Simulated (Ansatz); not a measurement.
**Relaxing generalised stacking fault on (111) (shuffle set) of a GaAs-GaSb solid solution (48 atoms)**

Aim: bring generalised stacking fault on (111) (shuffle set) of a GaAs-GaSb solid solution (48 atoms) to a nearby minimum of the energy and see what moves.

Main program and level: Ansatz 0.2.0; Kohn-Sham DFT, revPBE, PAW (set soft_2), plane waves.

**1. The structure**

The cell holds 48 atoms: 24 Ga, 10 Sb and 14 As. Its edges and angles: a = 8.267 Å, b = 7.159 Å, c = 20.540 Å, α = 90.0°, β = 80.3°, γ = 90.0°. It derives from GaAs and GaSb. Zinc-blende GaAs lattice (a = 5.8453 Å, the value set for the mixture), cell with z along [111], 2 x 1 x 2 periods; the third cell vector is tilted by 0.833 of 1/2[1-10] and lengthened by 0 Å, so the cell holds one fault (shuffle set); displaced by a Gaussian of 0.01 Å; 10 of 24 As sites given to Sb at random (lattice constant by Vegard's rule between GaAs and GaSb).

Before any run, some limits are plain. Atoms were free to move along the slip, so the relaxation can undo part or all of it. The host structure and its lattice constant were typed by rule, without a check against the phase diagram. Spin–orbit coupling is left out, which matters for the levels of the heavy elements.

**2. Single point at the start**

A single point comes first, to see the forces before anything moves.

File input.yaml:

```yaml
crystal:
  lattice:
    - [8.2665, 0.0, 0.0]
    - [0.0, 7.159, 0.0]
    - [3.4444, 0.0, 20.24871]
  atoms:
    - { symbol: Ga, position: [0.36103, 0.49949, 0.93768] }
    - { symbol: Sb, position: [0.72318, 0.4992, 0.06321] }
    - { symbol: Ga, position: [0.70661, 0.83, 0.10396] }
    - { symbol: As, position: [0.65311, 0.83388, 0.2295] }
    [... 38 atom lines left out ...]
    - { symbol: Ga, position: [0.75036, 0.33333, 0.60397] }
    - { symbol: As, position: [0.69515, 0.33141, 0.72925] }
    - { symbol: Ga, position: [0.68076, 0.66722, 0.77169] }
    - { symbol: As, position: [0.62429, 0.66543, 0.89609] }
    - { symbol: Ga, position: [0.92855, 0.16662, 0.77061] }
    - { symbol: Sb, position: [0.87853, 0.16416, 0.8957] }
kpoints:
  mp_grid: { grid: [2, 2, 1] }
hamiltonian:
  xc: revpbe
scf:
  occupations: { method: fermi_dirac, width: 0.025 }
output:
  forces: true
```

Command:

```sh
> ansatz run input.yaml --threads 4 --pin off --max-ram 8192MiB --backend cpu --events-out ev --progress --plain --runs-dir out
```

The job ended after 45 s (4 threads of Arm Neoverse V1, shared host; peak memory 6.3 GiB; 2.9 min of CPU time).

The program notes that it cut back its work space to fit the memory limit.

The run gave:

```
free energy            : -223847.0970 eV
free energy per atom   : -4663.4812 eV/atom
SCF cycles             : 8
r.m.s. force component : 0.5218 eV/Å
longest force          : 1.685 eV/Å
Fermi energy           : 8.323 eV
```

The r.m.s. force component of 0.52 eV/Å sets the starting point.

Length of the force by element:

| element | coordination | atoms | mean length of the force (eV/Å) | spread | least | most |
| --- | --- | --- | --- | --- | --- | --- |
| As | all | 14 | 0.264 | 0.144 | 0.0663 | 0.601 |
| Ga | all | 24 | 1.16 | 0.401 | 0.0481 | 1.69 |
| Sb | all | 10 | 0.363 | 0.222 | 0.155 | 0.932 |

**3. Relaxation**

With the cell held, the atoms are moved downhill towards a nearby minimum.

input.yaml, as its differences from that of step 2:

```diff
@@ -15 +15,4 @@
   forces: true
+relax:
+  f_tol: 0.03
+  max_steps: 86
```

Elapsed: 3.4 min, on 4 threads; peak memory 5.3 GiB.

Relaxation path:

| step | energy less that of the first step (eV) | largest force component (eV/Å) |
| --- | --- | --- |
| 1 | 0.0000 | 1.3279 |
| 2 | -2.1087 | 0.2489 |
| 3 | -2.3789 | 0.0746 |
| 4 | -2.3918 | 0.0783 |
| 5 | -2.3951 | 0.0231 |

The atoms that moved most (Å):

| atom | dx | dy | dz | length |
| --- | --- | --- | --- | --- |
| Ga23 | 0.409 | 0.051 | 0.082 | 0.421 |
| Ga5 | -0.407 | 0.030 | 0.022 | 0.409 |
| Ga7 | 0.367 | -0.031 | 0.112 | 0.385 |
| Sb48 | -0.361 | 0.000 | -0.046 | 0.364 |
| Ga21 | -0.316 | -0.137 | 0.112 | 0.362 |
| As6 | 0.332 | 0.036 | 0.102 | 0.349 |
| Sb22 | 0.297 | -0.022 | 0.082 | 0.309 |
| Ga9 | -0.289 | 0.016 | -0.007 | 0.290 |

The relaxation changed the energy by -49.9 meV/atom, and atoms moved by 0.23 Å r.m.s., 0.42 Å at most.

**4. Structure statistics after relaxation**

Bonds before and after, by the cutoffs listed below:

| pair | bonds before | bonds after | mean before (Å) | mean after (Å) | spread before (Å) | spread after (Å) |
| --- | --- | --- | --- | --- | --- | --- |
| Ga-As | 56 | 56 | 2.533 | 2.477 | 0.021 | 0.022 |
| Ga-Sb | 40 | 40 | 2.538 | 2.615 | 0.024 | 0.014 |

Density 5.46 g/cm³, 24.96 Å³ an atom.

g(r), total and by pair (bins of 0.2 Å):

| r (Å) | total | Ga-Ga | Ga-As | Ga-Sb | As-As | As-Sb | Sb-Sb |
| --- | --- | --- | --- | --- | --- | --- | --- |
| 2.40 | 3.12 | 0.00 | 10.70 | 0.00 | 0.00 | 0.00 | 0.00 |
| 2.60 | 3.06 | 0.00 | 2.23 | 11.60 | 0.00 | 0.00 | 0.00 |
| 2.80 | 0.00 | 0.00 | 0.00 | 0.00 | 0.00 | 0.00 | 0.00 |
| 3.00 | 0.00 | 0.00 | 0.00 | 0.00 | 0.00 | 0.00 | 0.00 |
| 3.20 | 0.00 | 0.00 | 0.00 | 0.00 | 0.00 | 0.00 | 0.00 |
| 3.40 | 0.00 | 0.00 | 0.00 | 0.00 | 0.00 | 0.00 | 0.00 |
| 3.60 | 0.00 | 0.00 | 0.00 | 0.00 | 0.00 | 0.00 | 0.00 |
| 3.80 | 0.03 | 0.11 | 0.00 | 0.00 | 0.00 | 0.00 | 0.00 |
| 4.00 | 2.49 | 5.50 | 0.00 | 0.00 | 6.21 | 4.38 | 1.17 |
| 4.20 | 4.03 | 6.60 | 0.00 | 0.00 | 7.92 | 9.64 | 12.40 |
| 4.40 | 0.44 | 1.75 | 0.00 | 0.00 | 0.00 | 0.00 | 0.00 |
| 4.60 | 0.57 | 0.00 | 1.05 | 1.28 | 0.00 | 0.00 | 0.00 |
| 4.80 | 2.87 | 0.00 | 6.02 | 5.33 | 0.00 | 0.00 | 0.00 |
| 5.00 | 1.61 | 0.00 | 3.04 | 3.46 | 0.00 | 0.00 | 0.00 |
| 5.20 | 0.03 | 0.00 | 0.05 | 0.08 | 0.00 | 0.00 | 0.00 |
| 5.40 | 0.01 | 0.06 | 0.00 | 0.00 | 0.00 | 0.00 | 0.00 |
| 5.60 | 0.21 | 0.42 | 0.00 | 0.00 | 0.30 | 0.53 | 0.30 |
| 5.80 | 0.98 | 1.77 | 0.00 | 0.00 | 2.28 | 2.21 | 1.68 |
| 6.00 | 0.55 | 1.25 | 0.00 | 0.00 | 0.55 | 1.25 | 0.81 |
| 6.20 | 0.82 | 0.00 | 1.58 | 1.74 | 0.00 | 0.00 | 0.00 |
| 6.40 | 1.72 | 0.00 | 3.86 | 2.87 | 0.00 | 0.00 | 0.00 |
| 6.60 | 0.40 | 0.00 | 0.46 | 1.25 | 0.00 | 0.00 | 0.00 |
| 6.80 | 0.07 | 0.28 | 0.00 | 0.00 | 0.00 | 0.00 | 0.00 |
| 7.00 | 1.26 | 2.82 | 0.00 | 0.00 | 1.86 | 2.26 | 2.69 |
| 7.20 | 2.82 | 4.52 | 0.05 | 0.04 | 6.88 | 6.74 | 6.09 |
| 7.40 | 1.11 | 1.65 | 1.00 | 1.47 | 0.45 | 0.44 | 0.35 |
| 7.60 | 1.66 | 0.03 | 3.37 | 3.19 | 0.00 | 0.00 | 0.00 |
| 7.80 | 0.49 | 0.05 | 1.06 | 0.82 | 0.00 | 0.00 | 0.00 |

Bonds by pair of elements; cutoffs follow the first minimum of g(r), held within bounds set by covalent radii, and pairs that aren't listed don't count as bonded:

| pair A-B | cutoff (Å) | bonds | mean length (Å) | spread (Å) | shortest (Å) | B about A | A about B |
| --- | --- | --- | --- | --- | --- | --- | --- |
| Ga-As | 2.93 | 56 | 2.48 | 0.022 | 2.44 | 2.33 | 4 |
| Ga-Sb | 3.05 | 40 | 2.62 | 0.014 | 2.58 | 1.67 | 4 |

How many atoms have how many bonded neighbours:

| element | mean | 4 |
| --- | --- | --- |
| As | 4 | 14 |
| Ga | 4 | 24 |
| Sb | 4 | 10 |

Bond angles, per cent of each kind in bins of 5°:

| angle (°) | Ga-As-Ga | As-Ga-Sb | Ga-Sb-Ga | As-Ga-As | Sb-Ga-Sb |
| --- | --- | --- | --- | --- | --- |
| 100–105 | 4.8 | 10.0 | 1.7 | 0.0 | 20.0 |
| 105–110 | 47.6 | 57.1 | 56.7 | 28.6 | 68.0 |
| 110–115 | 46.4 | 32.9 | 40.0 | 61.2 | 12.0 |
| 115–120 | 1.2 | 0.0 | 1.7 | 10.2 | 0.0 |

Bond angles (no mean is given where the spread exceeds 20°):

| angle | count | mean (°) | spread (°) |
| --- | --- | --- | --- |
| Ga-As-Ga | 84 | 109 | 2.9 |
| As-Ga-Sb | 70 | 109 | 2.8 |
| Ga-Sb-Ga | 60 | 109 | 2.2 |
| As-Ga-As | 49 | 112 | 2.4 |
| Sb-Ga-Sb | 25 | 107 | 2.5 |

Rings of the network by King's shortest-path rule, up to 12 atoms, one path for each pair of neighbours; H, halogens, alkali and alkaline-earth atoms are left out, and the last column divides by all other atoms, bonded or not:

| ring size (atoms) | rings | per network atom |
| --- | --- | --- |
| 6 | 96 | 2 |

Counting bonds as in the table, all As atoms have 4, all Ga atoms have 4 and all Sb atoms have 4 bonded neighbours. The Ga-As-Ga angle averages 109° with a spread of 3°. All rings counted have 6 atoms.

**5. Single point at the relaxed geometry**

The electronic structure is read at the final geometry, in a run of its own.

File input.yaml:

```yaml
crystal:
  lattice:
    - [8.2665, 0.0, 0.0]
    - [0.0, 7.159, 0.0]
    - [3.4444, 0.0, 20.24871]
  atoms:
    - { symbol: Ga, position: [0.3324, 0.50783, 0.9453] }
    - { symbol: Sb, position: [0.75192, 0.49804, 0.06692] }
    - { symbol: Ga, position: [0.7216, 0.84084, 0.11049] }
    - { symbol: As, position: [0.67233, 0.83229, 0.23098] }
    [... 38 atom lines left out ...]
    - { symbol: Ga, position: [0.75276, 0.34899, 0.60693] }
    - { symbol: As, position: [0.68522, 0.33908, 0.72841] }
    - { symbol: Ga, position: [0.66744, 0.66135, 0.77264] }
    - { symbol: As, position: [0.59054, 0.66707, 0.89645] }
    - { symbol: Ga, position: [0.91194, 0.15645, 0.76402] }
    - { symbol: Sb, position: [0.83575, 0.16417, 0.89343] }
kpoints:
  mp_grid: { grid: [2, 2, 1] }
hamiltonian:
  xc: revpbe
scf:
  occupations: { method: fermi_dirac, width: 0.025 }
output:
  forces: true
  stress: true
  populations: true
  dos:
    method: { smearing: { sigma: 0.1 } }
    de: 0.1
    projected: { site_lists: { As: [As], Ga: [Ga], Sb: [Sb] } }
  eigenvalues: true
  write_density: true
  write_potential: true
  volumetric_format: npy
```

The job ended after 94 s (4 threads; peak memory 5.2 GiB).

Read from the output:

- free energy: -223849.4921 eV
- free energy per atom: -4663.5311 eV/atom
- SCF cycles: 8
- pressure: 4.386 GPa
- r.m.s. force component: 0.00783 eV/Å
- longest force: 0.0281 eV/Å
- Fermi energy: 8.25 eV
- levels partly filled by over 2 per cent: 3
- spilling of the projection: 0.001523

Löwdin charges by element (they lack the spilled electrons, 0.021 e an atom on average):

| element | coordination | atoms | mean charge (e) | spread | least | most |
| --- | --- | --- | --- | --- | --- | --- |
| As | all | 14 | -0.013 | 0.0056 | -0.024 | -0.0051 |
| Ga | all | 24 | -0.0864 | 0.0948 | -0.317 | 0.0691 |
| Sb | all | 10 | 0.328 | 0.0062 | 0.320 | 0.338 |

Charge against the make-up of the first shell:

| Sb neighbours of Ga | atoms | mean charge (e) |
| --- | --- | --- |
| 0 | 2 | 0.068 |
| 1 | 10 | -0.022 |
| 2 | 7 | -0.115 |
| 3 | 4 | -0.216 |
| 4 | 1 | -0.317 |

Density of states as counts of states in windows of 1 eV (from the Fermi level), total and the larger projections:

| from (eV) | to (eV) | total | Ga p | As p | Sb p | Ga s | Sb s |
| --- | --- | --- | --- | --- | --- | --- | --- |
| -10 | -9 | 13.7 | 3.3 | 0.3 | 0.2 | 1.5 | 7.4 |
| -9 | -8 | 0.0 | 0.0 | 0.0 | 0.0 | 0.0 | 0.0 |
| -8 | -7 | 0.3 | 0.0 | 0.1 | 0.1 | 0.2 | 0.0 |
| -7 | -6 | 26.2 | 2.0 | 6.8 | 3.9 | 12.0 | 0.6 |
| -6 | -5 | 11.7 | 1.2 | 3.0 | 1.7 | 4.1 | 0.8 |
| -5 | -4 | 6.4 | 0.9 | 1.9 | 0.9 | 1.7 | 0.5 |
| -4 | -3 | 29.5 | 10.2 | 11.1 | 5.5 | 1.6 | 0.4 |
| -3 | -2 | 33.8 | 11.3 | 13.6 | 7.4 | 0.8 | 0.2 |
| -2 | -1 | 27.9 | 8.5 | 9.1 | 9.4 | 0.4 | 0.1 |
| -1 | 0 | 8.3 | 1.9 | 2.7 | 3.2 | 0.3 | 0.0 |
| 0 | 1 | 2.9 | 0.7 | 0.4 | 0.3 | 0.9 | 0.2 |
| 1 | 2 | 24.7 | 7.5 | 3.9 | 2.9 | 5.6 | 1.2 |
| 2 | 3 | 25.2 | 7.3 | 4.5 | 3.5 | 5.1 | 1.0 |
| 3 | 4 | 28.2 | 14.8 | 3.6 | 2.8 | 1.8 | 1.0 |
| 4 | 5 | 34.2 | 16.1 | 5.0 | 3.9 | 1.8 | 0.6 |

Between -26 and -10 eV lie 274 more states.

The stored curve holds about 432 of the 672 electrons; the rest, give or take the few that broadening carries across the Fermi level, lie in deeper levels below its range.

The levels nearest the highest filled one (over half full), pooled over k-points and spins:

| level less the highest filled one (eV) | occupation |
| --- | --- |
| -0.362 | 2 |
| -0.353 | 2 |
| -0.317 | 2 |
| -0.153 | 2.00 |
| -0.0593 | 1.95 |
| 0 | 1.58 |
| 0.0634 | 0.464 |
| 0.476 | 0 |
| 0.615 | 0 |
| 0.821 | 0 |
| 1.03 | 0 |
| 1.04 | 0 |

Mean Löwdin charges: As -0.01, Ga -0.09, Sb +0.33 e. Charges this small depend on the projection, at times even in sign. The charge on Ga changes by -0.096 e for each Sb neighbour that takes the place of another kind, on average.

**6. Outcome**

- energy change in the relaxation: -49.9 meV/atom
- r.m.s. displacement: 0.226 Å
- largest displacement: 0.421 Å
- free energy per atom: -4663.5311 eV/atom
- density: 5.46 g/cm³
- pressure: 4.386 GPa
- r.m.s. force component: 0.00783 eV/Å
- wall time of the 3 DFT runs: 5.7 min

In words: Relaxation lowers the energy by 49.9 meV/atom and moves atoms by 0.23 Å r.m.s.; the r.m.s. force component goes from 0.52 to 0.0078 eV/Å. By the final cutoffs no bond was broken or made. Layers on the two sides of the fault moved in opposite directions along the plane, so much of the imposed slip has spread into a shear of the crystal. From the first step to the last the energy fell by 2.395 eV, and the largest move was 0.42 Å (Ga23). The Ga-Sb bonds change most in mean length: from 2.538 Å (spread 0.024) to 2.615 Å (spread 0.014). Counting bonds as in the table, all As atoms have 4, all Ga atoms have 4 and all Sb atoms have 4 bonded neighbours. Counting bands leaves a spacing of only 0.063 eV (on the run's k-points), which the smearing bridges: 3 levels are partly filled by over 2 %, so a gap, if any, is small at this level.

What to keep in mind: Atoms were free to move along the slip, so the relaxation can undo part or all of it. The pressure of 4.4 GPa shows the cell to be compressed for this functional.

[Logs are printed without paths, hosts, clocks, repeated set-up lines and the standing remarks that a program may print on its own settings, such as how far it seeks lower states.]

[Hosts, paths, dates, database ids (printed as entryN), source tags and the programs' standing remarks are cut or masked in the printed files.]
